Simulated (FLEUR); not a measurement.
# Magnetic state of MnPt from several starts, part 3 of 3

Aim: find out whether MnPt carries moments, and which collinear order costs least.

FLEUR MaX-R8.1; LDA (VWN); all-electron FLAPW, Dirac cores, scalar-relativistic bands.

So far, largest spin moment in the muffin-tin sphere (μB): step 2 (run 1 (ferro +)) 3.72; step 3 (order 2, typed as antiferro q=(1/2,1/2,0) +-) 3.65; step 4 (run 3 (antiferro q=(0,0,1/2) +-)) 3.65; step 5 (start 4: antiferro q=(1/2,1/2,1/2) +-) 3.57.

## Step 8: Spin–orbit coupling, moments along [001]

Level of this step: LDA (VWN); all-electron FLAPW, Dirac cores, scalar-relativistic bands with spin-orbit coupling (FLEUR).

Spin–orbit coupling ties the spins to the lattice and lets orbital moments form.

A new self-consistent run of the start antiferro q=(1/2,1/2,0) +-, with the moments along z. The k list default-1 (kpts.xml, not shown) is a Γ-centred 5×10×10 mesh.

Contents of inp.xml:

```
<?xml version="1.0" encoding="UTF-8" standalone="no"?>
<fleurInput fleurInputVersion="0.39">
   <comment>
      MnPt
   </comment>
   <calculationSetup>
      <cutoffs Kmax="3.6" Gmax="10.8" GmaxXC="10.8" numbands="142"/>
      <scfLoop itmax="90" minDistance="0.00002" maxIterBroyd="15" imix="Anderson" alpha="0.05" precondParam="0.0" spinf="2.0" sdNocoIR="T"/>
      <coreElectrons ctail="T" frcor="F" kcrel="0" coretail_lmax="0"/>
      <xcFunctional name="vwn" relativisticCorrections="F"/>
      <magnetism jspins="2"/>
      <soc l_soc="T" theta="0.0" phi="0.0" spav="F"/>
      <expertModes spex="0" secvar="F"/>
      <geometryOptimization l_f="F" forcealpha="1.0" forcemix="BFGS" epsdisp="0.00001" epsforce="0.00001"/>
      <ldaU l_linMix="F" mixParam="0.05" spinf="1.0"/>
   </calculationSetup>
   <cell>
      <bzIntegration valenceElectrons="62.0" mode="hist" fermiSmearingEnergy="0.00110248">
         <kPointListSelection listName="default-1"/>
         <xi:include xmlns:xi="http://www.w3.org/2001/XInclude" href="kpts.xml"> </xi:include>
      </bzIntegration>
      <xi:include xmlns:xi="http://www.w3.org/2001/XInclude" href="sym.xml"> </xi:include>
      <bulkLattice scale="1.0">
         <bravaisMatrix>
            <row-1>   10.6958498652359992     0.0000000000000000     0.0000000000000000</row-1>
            <row-2>    5.3479249326179996     5.3479249326179996     0.0000000000000000</row-2>
            <row-3>    0.0000000000000000     0.0000000000000000     6.9163976160359999</row-3>
         </bravaisMatrix>
      </bulkLattice>
   </cell>
   <atomSpecies>
      <species name="Manganese 3.500" element="Mn" atomicNumber="25">
         <mtSphere radius="2.5" gridPoints="827" logIncrement="0.015"/>
         <atomicCutoffs lmax="10" lnonsphr="8"/>
         <electronConfig flipSpins="F">
            <coreConfig>(1s1/2) (2s1/2) (2p1/2) (2p3/2)</coreConfig>
            <valenceConfig>(3s1/2) (3p1/2) (3p3/2) (4s1/2) (3d3/2) (3d5/2)</valenceConfig>
            <stateOccupation state="(3d3/2)" spinUp="1.25" spinDown="0.75"/>
            <stateOccupation state="(3d5/2)" spinUp="3.0" spinDown="0.0"/>
         </electronConfig>
         <energyParameters s="4" p="4" d="3" f="4"/>
         <lo type="SCLO" l="0" n="3" eDeriv="0"/>
         <lo type="SCLO" l="1" n="3" eDeriv="0"/>
      </species>
      <species name="Manganese -3.500" element="Mn" atomicNumber="25">
         <mtSphere radius="2.5" gridPoints="827" logIncrement="0.015"/>
         <atomicCutoffs lmax="10" lnonsphr="8"/>
         <electronConfig flipSpins="F">
            <coreConfig>(1s1/2) (2s1/2) (2p1/2) (2p3/2)</coreConfig>
            <valenceConfig>(3s1/2) (3p1/2) (3p3/2) (4s1/2) (3d3/2) (3d5/2)</valenceConfig>
            <stateOccupation state="(3d3/2)" spinUp="0.75" spinDown="1.25"/>
            <stateOccupation state="(3d5/2)" spinUp="0.0" spinDown="3.0"/>
         </electronConfig>
         <energyParameters s="4" p="4" d="3" f="4"/>
         <lo type="SCLO" l="0" n="3" eDeriv="0"/>
         <lo type="SCLO" l="1" n="3" eDeriv="0"/>
      </species>
      <species name="Platinum (Pt)" element="Pt" atomicNumber="78">
         <mtSphere radius="2.5" gridPoints="827" logIncrement="0.016"/>
         <atomicCutoffs lmax="10" lnonsphr="8"/>
         <electronConfig flipSpins="F">
            <coreConfig>(1s1/2) (2s1/2) (2p1/2) (2p3/2) (3s1/2) (3p1/2) (3p3/2) (4s1/2) (3d3/2) (3d5/2) (4p1/2) (4p3/2) (5s1/2) (4d3/2) (4d5/2) (4f5/2) (4f7/2)</coreConfig>
            <valenceConfig>(5p1/2) (5p3/2) (6s1/2) (5d3/2) (5d5/2)</valenceConfig>
            <stateOccupation state="(6s1/2)" spinUp="0.500000" spinDown="0.500000"/>
            <stateOccupation state="(5d3/2)" spinUp="1.800000" spinDown="1.800000"/>
            <stateOccupation state="(5d5/2)" spinUp="2.700000" spinDown="2.700000"/>
         </electronConfig>
         <energyParameters s="6" p="6" d="5" f="5"/>
         <lo type="SCLO" l="1" n="5" eDeriv="0"/>
      </species>
   </atomSpecies>
   <atomGroups>
      <atomGroup species="Manganese 3.500">
         <relPos label="                   1">.0000000000 .0000000000 .0000000000</relPos>
         <force calculate="T" relaxXYZ="TTT"/>
      </atomGroup>
      <atomGroup species="Manganese -3.500">
         <relPos label="                   2">1.000/2.000 .0000000000 .0000000000</relPos>
         <force calculate="T" relaxXYZ="TTT"/>
      </atomGroup>
      <atomGroup species="Platinum (Pt)">
         <relPos label="                   3">.0000000000 1.000/2.000 1.000/2.000</relPos>
         <force calculate="T" relaxXYZ="TTT"/>
      </atomGroup>
      <atomGroup species="Platinum (Pt)">
         <relPos label="                   4">1.000/2.000 1.000/2.000 1.000/2.000</relPos>
         <force calculate="T" relaxXYZ="TTT"/>
      </atomGroup>
   </atomGroups>
   <output dos="F" band="F" slice="F">
      <bandDOS minEnergy="-.5*Htr" maxEnergy="0.5*Htr" sigma="0.015" storeEVData="T"/>
      <plotting iplot="0" polar="F">
         <plot TwoD="T" vec1="  1.0  0.0  0.0" vec2="  0.0  1.0  0.0" vec3="  0.0  0.0  1.0" zero="  0.0  0.0  0.0" file="plot"/>
      </plotting>
      <moessbauerParams electricFieldGradient="F" isomerShift="F" coreHyperfine="F" valenceHyperfine="F"/>
   </output>
</fleurInput>
```

Contents of crystal.txt:

```
MnPt
&input film=F cartesian=F /
5.66000000000  0.00000000000  0.00000000000
2.83000000000  2.83000000000  0.00000000000
0.00000000000  0.00000000000  3.66000000000
1.8897261246
1.0 1.0 1.0

4
25 0.00000000000  0.00000000000  0.00000000000 : 3.500
25 0.50000000000  0.00000000000  0.00000000000 : -3.500
78 0.00000000000  0.50000000000  0.50000000000
78 0.50000000000  0.50000000000  0.50000000000

&soc 0.0000000 0.0000000 /
&kpt div1=5 div2=10 div3=10 gamma=T /
```

Started as:

```sh
$ OMP_NUM_THREADS=1 inpgen -f crystal.txt > inpgen.log  # inp.xml is then edited as shown
$ OMP_NUM_THREADS=1 mpirun -n 4 fleur_MPI > fleur.log
```

The log of the run:

```text
[banner, memory and clock lines left out]
Welcome to FLEUR        (www.flapw.de)
      MaX-Release 8.1          (www.max-centre.eu)

 ========== k-point set info ==========
 Selected k-point list: default-1
 k-point list type: mesh
 5 x 10 x 10
 Number of k points: 156

 [... set-up left out ...]
 Iteration:     1   Distance:      27.29823938 me/bohr^3
 Iteration:     2   Distance:      16.14845757 me/bohr^3
 Iteration:     3   Distance:      11.32511650 me/bohr^3
 Iteration:     4   Distance:       7.10830122 me/bohr^3
 Iteration:     5   Distance:       4.82205359 me/bohr^3
 Iteration:     6   Distance:       3.67798019 me/bohr^3
 Iteration:     7   Distance:       1.57539645 me/bohr^3
 Iteration:     8   Distance:       0.91741765 me/bohr^3
 Iteration:     9   Distance:       0.50127493 me/bohr^3
 Iteration:    10   Distance:       0.29655862 me/bohr^3
 Iteration:    11   Distance:       0.17068665 me/bohr^3
 Iteration:    12   Distance:       0.01886551 me/bohr^3
 Iteration:    13   Distance:       0.01243101 me/bohr^3
 Iteration:    14   Distance:       0.00304074 me/bohr^3
[... lines left out ...]
 Iteration:    19   Distance:       0.00035230 me/bohr^3
 Iteration:    20   Distance:       0.00032437 me/bohr^3
 Iteration:    21   Distance:       0.00025235 me/bohr^3
 Iteration:    22   Distance:       0.00011473 me/bohr^3
 Iteration:    23   Distance:       0.00004548 me/bohr^3
 Iteration:    24   Distance:       0.00003000 me/bohr^3
 Iteration:    25   Distance:       0.00000557 me/bohr^3

 ********************************************************************
 Run finished successfully
 Stop message:
   all done
 ********************************************************************

--- out.xml (last complete iteration) ---
<iteration numberForCurrentRun="   25" overallNumber="   25">
         [... left out ...]
         <bandgap value="0.0000000044" units="eV"/>
         <sumValenceSingleParticleEnergies value="-35.7075505218" units="Htr"/>
         <FermiEnergy value="0.4067452520" units="Htr"/>
         [... left out ...]
         <magneticMomentsInMTSpheres units="muBohr">
            <globalMagMoment atomType="1" vec="0.00000   0.00000   3.63651"/>
            <globalMagMoment atomType="2" vec="0.00000   0.00000  -3.63651"/>
            <globalMagMoment atomType="3" vec="0.00000   0.00000   0.00000"/>
            <globalMagMoment atomType="4" vec="0.00000   0.00000   0.00000"/>
         </magneticMomentsInMTSpheres>
         <orbitalMomentsInMTSpheres units="muBohr">
            <globalMagMoment atomType="1" vec="0.00000   0.00000   0.03938"/>
            <globalMagMoment atomType="2" vec="0.00000   0.00000  -0.03938"/>
            <globalMagMoment atomType="3" vec="0.00000   0.00000   0.00000"/>
            <globalMagMoment atomType="4" vec="0.00000   0.00000   0.00000"/>
         </orbitalMomentsInMTSpheres>
         [... left out ...]
         <totalEnergy value="   -39186.2010645244" units="Htr">
            <sumOfEigenvalues value="   -23985.9997267762">
               <coreElectrons value="-23950.2921762544"/>
               <valenceElectrons value="-35.7075505218"/>
            </sumOfEigenvalues>
         [... left out ...]
            <freeEnergy value="-39186.2011079557"/>
            <extrapolationTo0K value="-39186.2010862400"/>
         </totalEnergy>
         <densityConvergence units="me/bohr^3">
            <chargeDensity spin="1" distance="0.0000037368"/>
            <chargeDensity spin="2" distance="0.0000034334"/>
            <overallChargeDensity distance="0.0000055750"/>
            <spinDensity distance="0.0000045192"/>
         </densityConvergence>
      </iteration>
```

The job ended after 6.2 min (4 MPI ranks of AMD EPYC 9R45, shared host; peak memory 0.93 GiB; 25 min of CPU time).

Spin moment in the muffin-tin sphere by atom:

| atom | spin moment in the muffin-tin sphere (μB) |
| --- | --- |
| Mn1 | 3.64 |
| Mn2 | -3.64 |
| Pt3 | 0.00 |
| Pt4 | 0.00 |

This step gave:

```
free energy                                                       : -1066310.8539 eV
program's band gap on this mesh (in a metal only a level spacing) : 4.40e-9 eV
magnetization                                                     : 0 μB
final state                                                       : antiferromagnetic
orbital moment along the spin                                     : 0.03938 μB
```

Orbital moment in the sphere, along the spin axis by atom:

| atom | orbital moment in the sphere, along the spin axis (μB) |
| --- | --- |
| Mn1 | 0.0394 |
| Mn2 | -0.0394 |
| Pt3 | 0.0000 |
| Pt4 | 0.0000 |

## Step 9: Summary of results

- lowest state found: antiferromagnetic (typed antiferro q=(1/2,1/2,0) +-)
- largest site spin moment: 3.65 μB
- next finished state: antiferromagnetic, 77.9 meV a seeded atom higher
- energy gained by spin polarisation: 1021 meV a seeded atom
- orbital moment on the atom of largest spin, along its spin (spin–orbit run): 0.0394 μB

The lowest state found is antiferromagnetic, reached from the start antiferro q=(1/2,1/2,0) +-, with moments up to 3.65 μB. The next finished state costs 78 meV a seeded atom. On the atom of largest spin the orbital moment is almost quenched. This is the lowest of 5 finished starts, no proof of the ground state.

[Logs and program files are shortened in this print: banners, set-up blocks, solver, clock and traceback lines can be left out without a mark of their own.]

[Logs are printed without paths, hosts, clocks, repeated set-up lines and the standing remarks that a program may print on its own settings, such as how far it seeks lower states.]

[Hosts, paths, dates, database ids (printed as entryN), source tags and the programs' standing remarks are cut or masked in the printed files.]

[Where a cell is said to come from a database of computed structures, the database is the Materials Project.]
